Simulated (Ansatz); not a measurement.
# What SnO (model cell, started as layered BN type) distorts into, part 3 of 3

Which phase does SnO (model cell, started as layered BN type) fall into along its unstable mode, and how much energy does it gain?

Ansatz 0.2.0; DFT PBE, scalar-relativistic, plane waves, PAW.

So far. Step 5 (Energy along the mode, all amplitudes (two of the runs …): The lowest of the steps tried is at 0.45 Å, 162 meV/atom below the parent; the bottom of the well need not coincide with a step. Step 7 (The new phase in its own primitive cell): The largest force component left is 0.49 meV/Å and the pressure is 0.004 GPa, within the tolerances set. The cell now holds 22.21 Å³/atom. The relaxed cell has a = 3.896, c = 6.758 Å (conventional setting).

The structure was built from a prototype and need not be the compound's stable phase.

### 8. Modes of the new phase, k-mesh 9×9×4

A relaxed structure may still be a saddle point, so its zone-centre modes are computed. The response to a homogeneous field gives the Born charges and the dielectric tensor, and its change with displacement the Raman tensors.

Input file input.yaml:

```yaml
crystal:
  lattice:
    - [3.8959329714, 0.0, 0.0]
    - [-1.9479664857, 3.3739769247, 0.0]
    - [0.0, 0.0, 6.7581618567]
  atoms:
    - { symbol: Sn, position: [0.3333333333, 0.6666666667, 0.2071875498] }
    - { symbol: Sn, position: [0.6666666667, 0.3333333333, 0.7928124502] }
    - { symbol: O, position: [0.6666666667, 0.3333333333, 0.1137151195] }
    - { symbol: O, position: [0.3333333333, 0.6666666667, 0.8862848805] }
kpoints:
  mp_grid: { grid: [9, 9, 4] }
hamiltonian:
  xc: pbe
scf:
  occupations: { method: fixed }
output:
  eigenvalues: true
phonons:
  method: dfpt
  dielectric: true
  rigid_motions: translations
  raman: true
```

Run with:

```sh
ansatz run input.yaml --threads 4 --pin off --max-ram 7168MiB --backend cpu --events-out ev --progress --plain --runs-dir out
```

Numbers of over 12 decimals in the logs are rounded to 6 here.

What it wrote:

```text
[...]
Crystal: 4 atoms, lattice volume = 88.835 Å³
Basis set: ecut = 420 eV, 1727 PW (Γ), exchange–correlation on 54×54×96 points (8 copies of the dense FFT grid, shifted against one another)
Bands: 24, of which v1, the nominal top of the filled ones, is band 20 counted from 1 (19 counted from 0)
Symmetry: 12 space group operations
k-points: 95 of 324 (irreducible under 2 space group operations, time reversal used)
[...]
SCF iter   1: F=—  HF=-13182.828361 eV  |F-HF|=—  |Δ(HF+E_count)|=         —  Δρ=2.63e-3  dr2=5.49e-3  ethr=1.77e-3  ⟨swp⟩=5.0  Hψ=8932  notcnv=0  defer=181
[...]
SCF iter   9: F=-13182.828818 eV  HF=-13182.828818 eV  |F-HF|=2.55e-11  |Δ(HF+E_count)|=  5.06e-10  Δρ=1.06e-7  dr2=1.51e-11  ethr=1.00e-12  ⟨swp⟩=8.8  Hψ=13960  notcnv=0
SCF 1 converged in 9 iterations: F = -13182.828818 eV  dr2 = 1.51e-11
[...]
NSCF: frozen V_eff on 4 k-points
DFPT response loops at Γ: preconditioner auto → Resta (q_TF=auto, 2.389 Å⁻¹)  ε∞=6.5 (no band partly filled); β = 1.00, the filter's whole step (`scf.mixing.beta` (0.50) is not read by the response loops at its default; to damp them type it under 1.00, their step now; it binds the ground state too); Broyden in place of MSR1
── the response to a field inside a basis, on 12×12×6 k-points: an SCF that follows is theirs, and a resumed run solves both again ──
Bands: 21, of which v1, the nominal top of the filled ones, is band 20 counted from 1 (19 counted from 0)
k-points: 234
[...]
Eigensolver: Dense (234 Hₖ)
SCF iter   1: F=—  HF=-13182.823811 eV  |F-HF|=—  |Δ(HF+E_count)|=         —  Δρ=3.27e-4  dr2=1.79e-5  ethr=1.00e-1
[...]
SCF iter   6: F=-13182.823819 eV  HF=-13182.823819 eV  |F-HF|=2.91e-11  |Δ(HF+E_count)|=   1.24e-9  Δρ=1.73e-7  dr2=3.85e-11  ethr=2.50e-12
SCF 1 converged in 6 iterations: F = -13182.823819 eV  dr2 = 3.85e-11
[...]
WARN: field response: ε∞ stands inside a basis, on 12×12×6 points; the force constants stand on the 9×9×4 k-mesh, whose period is 12.24 times the interband length at k = (0.0000, 0.0000, 0.0000), direct gap 2.742 eV, under 14: take them and everything formed from them as unconverged, and compare with a denser kpoints.mp_grid
SCF converged after 9 iterations
Free energy (F): -13182.828818 eV
[...]
Internal energy: -13182.828818 eV  (E = F + TS)
E sigma→0 (E₀):  -13182.828818 eV
Fermi energy:    6.139089 eV
[...]
--- Band table (eV; the first three rows and the last of 95) ---
  k-point 0: bands = [... 16 lower, 2.5067, 3.8239, 3.8239, 6.1391, 8.8814, 11.2265, 11.2265, 11.6382]
  k-point 1: bands = [... 16 lower, 2.5093, 3.8217, 3.8217, 5.6297, 9.0942, 11.1781, 11.1781, 11.4567]
  k-point 2: bands = [... 16 lower, 2.5119, 3.8198, 3.8198, 5.0935, 9.2891, 11.1329, 11.1329, 11.2715]
  k-point 94: bands = [... 16 lower, 3.1607, 3.4875, 5.2179, 5.8967, 8.8446, 9.0026, 10.7484, 11.1072]
--- Phonons (Γ-DFPT): 4 representative perturbations + reference, on 95 of 324 k-points (Σ response iterations 14) ---
  k mesh reduced under 2 symmetry operations, with k and −k counted as one. Each operation leaves every solved perturbation unchanged. A smaller set is not considered because the run solves the response to a homogeneous field
  ASR residual: 3.943e-5 → 0.000e0 eV/Å²; symmetrization residual: 4.947e-6 eV/Å²
  ASR residual per site (eV/Å²): 2.93e-5 2.93e-5 3.94e-5 3.94e-5
[...]
ε∞ (high-frequency dielectric tensor):
        5.830103     0.000000     0.000000
        0.000000     5.830103     0.000000
        0.000000    -0.000000     4.959077
  ε⁰ (static dielectric tensor: ions relaxed, cell fixed):
       16.653191    -0.000000     0.000000
       -0.000000    16.653191     0.000000
        0.000000     0.000000     6.609890
  ε⁰ − ε∞ (ionic part):
       10.823089    -0.000000     0.000000
       -0.000000    10.823089     0.000000
        0.000000     0.000000     1.650813
  softest optical mode at Γ: 83.95 cm⁻¹; the repairs (sum rule, projections) moved no ω² at Γ by more than (1.30 cm⁻¹)²
  Born effective charges Z* (e; rows j = field, columns β = displacement):
    site 0:
         2.56437   -0.00000    0.00000
        -0.00000    2.56437    0.00000
         0.00000    0.00000    2.05215
    site 1:
         2.56437   -0.00000    0.00000
         0.00000    2.56437    0.00000
         0.00000    0.00000    2.05215
    site 2:
        -2.56437    0.00000   -0.00000
         0.00000   -2.56437   -0.00000
        -0.00000   -0.00000   -2.05215
    site 3:
        -2.56437    0.00000   -0.00000
         0.00000   -2.56437   -0.00000
        -0.00000   -0.00000   -2.05215
  Z* charge neutrality: 2.172e-3 e pre-enforcement
  solved inside a basis spanned on kpoints, on 12×12×6 k-points transformed towards the longest dipole: ε∞ is read to err by 2.0e-2, Z* by 1.6e-2 e (field_mesh: kpoints solves on kpoints); Z* is corrected for what the basis lacks
  Raman tensors (in the event stream and the table raman_tensors.tsv): an entry may err by 6.5e-2 Å², one of the second-order susceptibility by 8.0e-20 pm/V (basis, points and sum rule); their sum over the sites missed zero by 1.776e-15 Å² ahead of its enforcement
  optical modes at Γ without the LO–TO term, one row a degenerate level:
      ω (cm⁻¹)  modes    IR ((D/Å)²/amu)  static Raman (Å⁴/amu)  depolarisation
         83.95      2             0.0000                11.7604           0.750
        181.47      1             0.0000               252.3252           0.046
        218.50      2            43.0429                 0.0000               —
        326.29      2             0.0000                60.1484           0.750
        436.52      1             0.0000               210.8170           0.014
        447.72      1            13.7825                 0.0000               —
  optical modes at Γ + LO–TO along q̂ = [1.0000, 0.0000, 0.0000]:
      ω (cm⁻¹)  modes    IR ((D/Å)²/amu)  static Raman (Å⁴/amu)  depolarisation
         83.95      2             0.0000                11.7604           0.750
        181.47      1             0.0000               252.3252           0.046
        218.50      1            21.5214                 0.0000               —
        326.29      2             0.0000                60.1484           0.750
        369.28      1            21.5214                 0.0000               —
        436.52      1             0.0000               210.8170           0.014
        447.72      1            13.7825                 0.0000               —
  optical modes at Γ + LO–TO along q̂ = [0.0000, 1.0000, 0.0000]:
      ω (cm⁻¹)  modes    IR ((D/Å)²/amu)  static Raman (Å⁴/amu)  depolarisation
         83.95      2             0.0000                11.7604           0.750
        181.47      1             0.0000               252.3252           0.046
        218.50      1            21.5214                 0.0000               —
        326.29      2             0.0000                60.1484           0.750
        369.28      1            21.5214                 0.0000               —
        436.52      1             0.0000               210.8170           0.014
        447.72      1            13.7825                 0.0000               —
  optical modes at Γ + LO–TO along q̂ = [0.0000, 0.0000, 1.0000]:
      ω (cm⁻¹)  modes    IR ((D/Å)²/amu)  static Raman (Å⁴/amu)  depolarisation
         83.95      2             0.0000                11.7604           0.750
        181.47      1             0.0000               252.3252           0.046
        218.50      2            43.0429                 0.0000               —
        326.29      2             0.0000                60.1484           0.750
        436.52      1             0.0000               210.8170           0.014
        516.89      1            13.7825                 0.0000               —
```

It took 14 min on 4 threads of Arm Neoverse V2, shared host; peak memory 3.2 GiB; 54 min of CPU time.

This step gave:

* sum-rule residual before enforcement: 3.94e-5 eV/Å²
* miss of the charge sum rule: 0.002172 e
* estimated error of the dielectric tensor: 0.02010
* estimated error of the Born charges: 0.01649 e
* point group: -3m
* highest optical mode at the zone centre (no LO-TO term): 447.7 cm⁻¹
* lowest optical zone-centre mode: 83.95 cm⁻¹
* mean high-frequency dielectric constant: 5.540
* largest Born charge (third of the trace): 2.394 e
* mean static dielectric constant: 13.31
* top of the zone-centre spectrum with the field: 516.9 cm⁻¹

Without the LO-TO term. Patterns of degenerate modes are one choice out of their space. Modes at Γ, with each element's share of the kinetic energy:

| mode | frequency (cm⁻¹) | symmetry | Sn % | O % |
| --- | --- | --- | --- | --- |
| 1 | 0.0 | acoustic | 88 | 12 |
| 2 | 0.0 | acoustic | 88 | 12 |
| 3 | 0.0 | acoustic | 88 | 12 |
| 4 | 84.0 | Eg | 100 | 0 |
| 5 | 84.0 | Eg | 100 | 0 |
| 6 | 181.5 | A1g | 100 | 0 |
| 7 | 218.5 | Eu | 12 | 88 |
| 8 | 218.5 | Eu | 12 | 88 |
| 9 | 326.3 | Eg | 0 | 100 |
| 10 | 326.3 | Eg | 0 | 100 |
| 11 | 436.5 | A1g | 0 | 100 |
| 12 | 447.7 | A2u | 12 | 88 |

Displacements in mode 4 (84.0 cm⁻¹), the largest set to 1:
```
Sn1 -0.14 -1.00  0.00
Sn2  0.14  1.00  0.00
O3  -0.02 -0.13  0.00
O4   0.02  0.13  0.00
```

Displacements in mode 11 (436.5 cm⁻¹), the largest set to 1:
```
Sn1  0.00  0.00  0.01
Sn2  0.00  0.00 -0.01
O3   0.00  0.00  1.00
O4   0.00  0.00 -1.00
```

Optical modes at the zone centre, without and with the macroscopic field of the longitudinal modes; each column is sorted by frequency, so a row need not hold one and the same mode. Modes with and without the field, by row:

```csv
rank among optical modes,no field (cm⁻¹),"q along (1, 0, 0) (cm⁻¹)","q along (0, 0, 1) (cm⁻¹)"
1,84,84,84
2,84,84,84
3,181.5,181.5,181.5
4,218.5,218.5,218.5
5,218.5,326.3,218.5
6,326.3,326.3,326.3
7,326.3,369.3,326.3
8,436.5,436.5,436.5
9,447.7,447.7,516.9
```

Born charge (rows field, columns displacement) (e), principal values of the symmetric part by kind of site:

| atom | atoms with these values | low | middle | high | mean |
| --- | --- | --- | --- | --- | --- |
| Sn1 | 2 | 2.05 | 2.56 | 2.56 | 2.39 |
| O3 | 2 | -2.56 | -2.56 | -2.05 | -2.39 |

In full for O3:

```
-2.56  0.00  0.00
 0.00 -2.56  0.00
 0.00  0.00 -2.05
```

High-frequency dielectric tensor:

```
5.83 0.00 0.00
0.00 5.83 0.00
0.00 0.00 4.96
```

Static dielectric tensor (ions relaxed, fixed cell):

```
16.65  0.00  0.00
 0.00 16.65  0.00
 0.00  0.00  6.61
```

Transverse modes. Lines of the infrared spectrum (strongest = 100):

```
position (cm⁻¹)  label  relative intensity
             84     Eg                 0.0
            182    A1g                 0.0
            218     Eu                 100
            326     Eg                 0.0
            436    A1g                 0.0
            448    A2u                  32
```

Activity x (w_L - w)^4 (n + 1)/w, 532 nm, 300 K; the tensors are static ones, while 532 nm light lies above the computed direct gap, where resonance would change the heights; modes without the macroscopic field alone. Lines of the Raman spectrum (strongest = 100):

```csv
position (cm⁻¹),label,relative intensity
84,Eg,18
182,A1g,100
218,Eu,0.0
326,Eg,9.4
436,A1g,22
448,A2u,0.0
```

Before it was imposed, the acoustic sum rule was missed by 3.9e-5 eV/Å² and the charge sum rule by 0.0022 e. Small misses are needed for a sound result but don't prove that mesh and cutoff are converged. The lowest optical mode is real, 84.0 cm⁻¹.

The log warns of the k mesh: “the force constants stand on the 9×9×4 k-mesh, whose period is 12.24 times the interband length at k = (0.0000, 0.0000, 0.0000), direct gap 2.742 eV, under 14: take them and everything formed from them as unconverged”.

### 9. Results

```
unstable mode of the parent                                                      : q = (0, 0, 0), 288i cm⁻¹
depth at the lowest point sampled                                                : 162 meV/atom
largest atomic shift at that point                                               : 0.45 Å
space group reached (within 0.01 Å)                                              : P-3m1
energy gained over the parent (first relaxation, on the mesh of the frozen mode) : 311 meV/atom
volume per atom, phase reached                                                   : 22.2 Å³
gap on the k-mesh, phase reached                                                 : 1.42 eV
lowest optical zone-centre mode, phase reached                                   : 84.0 cm⁻¹
highest optical mode at the zone centre (no LO-TO term), phase reached           : 448 cm⁻¹
```

In words: Along this mode the structure falls into P-3m1, 311 meV/atom below the parent. At the parent's cell the well is 162.0 meV/atom deep on the steps tried, with its lowest point at a shift of 0.45 Å. Relaxing atoms and cell changes the gain by +149.09 meV/atom against the lowest step (energies at zero smearing). The new phase has no imaginary mode at the zone centre of its cell; other wavevectors were not checked. Of the 2 patterns followed to their end from this parent, this one reaches the lowest energy. Each path keeps the symmetry of its pattern, so a lower phase may lie along a pattern not tried. With the field response the log warns that the k mesh is coarse for the force constants too, so the frequencies may not be converged. The q mesh stands for a supercell only 8.3 Å across, so branches between the solved wavevectors are rough. Where the field response was not run the interpolation lacks the dipole term, so the LO-TO splitting is missing from branches, density of states and sums. Spin-orbit coupling is left out, which can matter for the heavy elements here. The starting cell was built on a prototype and not taken from a measurement, so the phase need not exist.

[Logs are printed without paths, hosts, clocks, repeated set-up lines and the standing remarks that a program may print on its own settings, such as how far it seeks lower states.]

[Hosts, paths, dates, database ids (printed as entryN), source tags and the programs' standing remarks are cut or masked in the printed files.]
